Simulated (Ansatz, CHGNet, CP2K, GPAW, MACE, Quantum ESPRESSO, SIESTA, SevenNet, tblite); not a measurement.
**NaH9C4O7 (P-1) (84 atoms): other programs against plane waves**

One geometry of NaH9C4O7 (P-1) (84 atoms) is solved by several programs and methods. How far do their forces lie from a plane-wave PBE run?

Results are calculated, not measured.

### Step 1. The cell

The cell holds 84 atoms (4 Na, 36 H, 16 C and 28 O), with edges of 11.91, 6.39 and 11.23 Å. Recipe: NaH9C4O7, space group P-1, structure from the Crystallography Open Database, 2 x 1 x 1 conventional cells; positions as listed; bonds to H set to neutron lengths (C-H 1.089, N-H 1.015, O-H 0.983, B-H 1.19 Å) where the listed ones are shorter Then every atom was moved at random, 0.02 Å r.m.s. a Cartesian component (hydrogen 0.6 of that). The density is 1.57 g/cm³.

### Step 2. The reference input

Quantum ESPRESSO 7.5: Kohn-Sham DFT, PBE, SSSP efficiency 1.3.0 pseudopotentials, plane waves. Its input, pw.in:

```
&control
  calculation = 'scf'
  pseudo_dir = './pseudo'
  outdir = './tmp'
  disk_io = 'none'
  tprnfor = .true.
  tstress = .true.
/
&system
  ibrav = 0
  nat = 84
  ntyp = 4
  ecutwfc = 60
  ecutrho = 480
  nosym = .true.
  occupations = 'smearing'
  smearing = 'fd'
  degauss = 0.003675
/
&electrons
  conv_thr = 4.2e-07
  electron_maxstep = 100
  mixing_beta = 0.4
  mixing_mode = 'plain'
  diagonalization = 'david'
/
ATOMIC_SPECIES
Na 22.990 Na.upf
H 1.008 H.upf
C 12.011 C.upf
O 15.999 O.upf
CELL_PARAMETERS angstrom
11.91200 0.00000 0.00000
-1.13193 6.29098 0.00000
-0.30376 -2.84790 10.85864
ATOMIC_POSITIONS crystal
Na 0.12875 0.04367 0.42657
Na 0.37194 0.96540 0.57375
H 0.29622 0.75416 0.99429
H 0.20428 0.24773 0.00243
[... 78 atom lines left out ...]
O 0.67475 0.75546 0.51499
O 0.82390 0.24594 0.48654
K_POINTS gamma
```

```console
$ OMP_NUM_THREADS=1 mpirun -np 2 pw.x -in pw.in > output.txt
```

Elapsed: 93 s, on 2 MPI ranks of Arm Neoverse V2, shared host; peak memory 1.5 GiB; 3.1 min of CPU time.

It converged with an r.m.s. force component of 1.1 eV/Å and a pressure of 3.3 GPa.

Its highest filled and lowest empty levels lie 2.91 eV apart on its k-points.

### Step 3. The other programs

- CHGNet: machine-learned potential, published weights.
- CP2K 2026.2: Gaussian basis with GTH pseudopotentials and a plane-wave density; labels give functional, basis (MOLOPT sets; SR short-range, UZH the newer set with its own potentials), grid cutoff/relative cutoff and solver (OT: orbital transformation; TRS4, TC2, SIGN: linear-scaling purification with its sparsity filter), or its built-in tight binding.
- GPAW 26.7.0: PAW with atomic orbitals (LCAO), plane waves or a real-space grid of spacing h.
- MACE: machine-learned potential, published weights.
- Quantum ESPRESSO 7.5: plane waves; labels (QE) give functional, pseudopotential set and cutoffs of waves/density.
- SIESTA 5.4.2: numerical atomic orbitals, whose automatically made sets are far from complete, with PseudoDojo norm-conserving potentials that we converted to its format (checked against plane waves on the same files for H, C, O, Si, Ge and Ca alone); labels give functional, basis size, energy shift and mesh cutoff.
- SevenNet: machine-learned potential, published weights.
- tblite 0.8.0: extended tight binding, driven from Python.

All use the same cell and atoms, and the electronic-structure runs the same k-mesh.

### Step 4. Side by side

Differences are against the reference: forces as r.m.s. over components, share as that over the reference's r.m.s. force, slope as the fitted ratio of a run's forces to the reference's.

```csv
run,"Δ force, r.m.s. (meV/Å)",share (%),slope,Δ pressure (GPa),Δ gap (eV),cores,CPU time,memory (GiB)
reference,-,-,-,-,-,2,3.1 min,1.5
CHGNet 0.3.0 potential,201,17.7,0.920,-0.313,-,1,3.9 s,1.4
"CP2K PBE+rVV10L, DZVP-UZH, 800/50 Ry, diagonalisation",244,21.6,1.086,1.06,-0.0067,4,13 min,8.2
"CP2K PBE, DZVP-UZH, 280/50 Ry, diagonalisation (coarse)",604,53.3,1.083,1.82,0.0055,2,5.2 min,0.95
"CP2K PBE, DZVP-UZH, 800/50 Ry, diagonalisation",222,19.6,1.080,1.63,0.0041,4,6.9 min,4.5
"CP2K PBE, SZV-MOLOPT-SR, 800/50 Ry, TRS4 filter 1e-03, SCF 1e-04 (coarse)",3135,277,1.610,12.0,-,1,43 s,1.7
"CP2K PBE, SZV-MOLOPT-SR, 800/50 Ry, diagonalisation (coarse)",2642,233,1.962,15.4,-0.440,1,4 min,3.3
"CP2K PBE, TZVP-UZH, 800/50 Ry, diagonalisation",172,15.2,1.052,1.34,0.0138,4,7.1 min,4.5
"GPAW LDA, LCAO dzp, h 0.18 Å",493,43.5,1.102,-,-0.0674,1,72 s,0.89
"GPAW PBE, LCAO dzp, h 0.18 Å",455,40.2,1.151,-,-0.0151,1,79 s,0.89
"GPAW PBE, LCAO sz(dzp), h 0.18 Å (coarse)",2886,255,1.821,-,-1.18,1,32 s,0.7
"GPAW PBE, LCAO szp(dzp), h 0.18 Å (coarse)",1431,126,1.298,-,-0.400,1,64 s,0.84
MACE MP-0b2 small potential,230,20.3,1.046,-0.260,-,1,5.7 s,0.67
"QE PBE+D3(BJ), sssp-1.3.0-efficiency, 60/480 Ry",4.94,0.437,0.999,-1.19,0,2,3.2 min,1.6
"QE PBE, gbrv-1.5, 40/200 Ry",189,16.7,1.029,1.01,-0.0011,2,83 s,0.65
"SIESTA PBE, DZP, shift 0.01 Ry, mesh 150 Ry (coarse)",366,32.4,1.165,1.52,0.0356,1,32 s,0.38
"SIESTA PBE, DZP, shift 0.01 Ry, mesh 500 Ry",365,32.2,1.162,1.48,0.0346,2,2.6 min,1.4
"SIESTA PBE, DZP, shift 0.02 Ry, mesh 500 Ry",303,26.8,1.131,-1.91,0.0395,2,1.9 min,1.2
"SIESTA PBE, SZ, shift 0.01 Ry, mesh 500 Ry (coarse)",3025,267,1.884,20.8,-1.75,1,53 s,0.61
SevenNet 0 potential,223,19.7,0.949,0.213,-,1,7.3 s,1.1
tblite GFN1-xTB,482,42.6,0.862,-3.87,-,1,2.6 s,0.13
tblite GFN2-xTB,408,36.1,0.872,-3.67,-,1,6.6 s,0.13
```

Rows marked coarse use a setting chosen to be so.

Times of the machine-learned potentials are mostly Python's start and the loading of weights.

CPU time is summed over cores on shared hosts, so it is rough.

### Step 5. Findings

Forces lie from 0.44 % (QE PBE+D3(BJ), sssp-1.3.0-efficiency, 60/480 Ry) to 277 % (CP2K PBE, SZV-MOLOPT-SR, 800/50 Ry, TRS4 filter 1e-03, SCF 1e-04, coarse) of the reference's r.m.s. force of 1.1 eV/Å away from it. Other PBE runs on plane waves or a grid: QE PBE, gbrv-1.5, 40/200 Ry 17 % of the r.m.s. force; potentials, cutoffs or grids differ between them, and this table alone doesn't tell which side is nearer the exact PBE result. The PBE runs in local orbitals, coarse settings apart, differ by 15 % (CP2K PBE, TZVP-UZH, 800/50 Ry, diagonalisation) to 40 % (GPAW PBE, LCAO dzp, h 0.18 Å); basis, grid and potentials can all enter. Tight binding differs by 36 % (tblite GFN2-xTB) to 43 % (tblite GFN1-xTB); it is another model, with fitted parameters of its own, and the xTB methods hold dispersion.

Machine-learned potentials differ by 18 % (CHGNet 0.3.0 potential) to 20 % (MACE MP-0b2 small potential); they were trained on other programs' data. In the reference's own program, potentials and cutoffs, a change of model alone moves forces by 0.44 % (QE PBE+D3(BJ), sssp-1.3.0-efficiency, 60/480 Ry). Other rows with another functional or a dispersion term differ by 22 % (CP2K PBE+rVV10L, DZVP-UZH, 800/50 Ry, diagonalisation) to 44 % (GPAW LDA, LCAO dzp, h 0.18 Å), which mixes the change of model with differences of basis and potentials. Runs with settings chosen to be coarse differ by 32 % (SIESTA PBE, DZP, shift 0.01 Ry, mesh 150 Ry) to 277 % (CP2K PBE, SZV-MOLOPT-SR, 800/50 Ry, TRS4 filter 1e-03, SCF 1e-04), their programs' other errors included. SIESTA PBE, DZP, shift 0.01 Ry, mesh 150 Ry stiffens the forces by a factor of 1.16 while following their directions (correlation 0.973). In GPAW PBE, LCAO dzp, h 0.18 Å the difference has nearly one length on every H (0.65 eV/Å) and points along its bond, outwards: this method prefers longer bonds, and stiff bonds to hydrogen turn a small shift into a large force. From CP2K PBE, DZVP-UZH, 280/50 Ry, diagonalisation to the finer CP2K PBE, DZVP-UZH, 800/50 Ry, diagonalisation the share falls from 53 to 20 %. From SIESTA PBE, DZP, shift 0.01 Ry, mesh 150 Ry to the finer SIESTA PBE, DZP, shift 0.01 Ry, mesh 500 Ry the share goes from 32.4 to 32.2 %, so the grid isn't what parts these runs from the reference. Pressures at PBE, coarse settings apart, lie -1.91 to +1.63 GPa from the reference's. Gaps at PBE, coarse settings apart, lie -0.02 to +0.04 eV from the reference's, on k-points that hold the band edges only if these fold onto them.

Caveats: Periodic xTB results under one method name differ between programs and library versions. With short bonds to hydrogen, sets of potentials differ among themselves by several per cent in forces even at converged cutoffs, so the reference isn't exact here either. GBRV, made for solids, lies farthest in such cells, whatever the cutoff. The potentials hold different valence shells: 304 electrons in the reference, 296 in GPAW; this bears on time and differences. The reference's pressure holds the uncorrected Pulay stress of its 60 Ry basis, so small pressure differences, may be the reference's own error. Machine-learned potentials mimic data converged in k, so the reference's own k-point error enters their differences. The reference's stress is far from hydrostatic: its diagonal is 4.0, 1.3, 4.5 GPa, compression counted positive. The reference's PBE has no dispersion term, which matters for the binding between molecules or layers. The electronic-structure runs sample only Γ, in a cell whose shortest periodic width is 6 Å. The reference's pressure of 3.3 GPa reflects the volume that the recipe set, positions that aren't this level's minimum and the coarse k-sampling. Where levels are smeared, the DFT runs use Fermi–Dirac occupations at 580 K (0.05 eV), and energies are free energies. The atoms were displaced at random, and shares hang on the size of the forces that this gives. The reference's cutoffs and mesh weren't converged further here.

[Long decimals in the printed logs are rounded to 6 places.]

[Logs are printed without paths, hosts, clocks, repeated set-up lines and the standing remarks that a program may print on its own settings, such as how far it seeks lower states.]

[Hosts, paths, dates, database ids (printed as entryN), source tags and the programs' standing remarks are cut or masked in the printed files.]

[Only finished runs are shown, without SIESTA runs on faulty potentials for Cu, Fe, Ni or Zn; cells were taken only where this reference lay near another plane-wave run.]
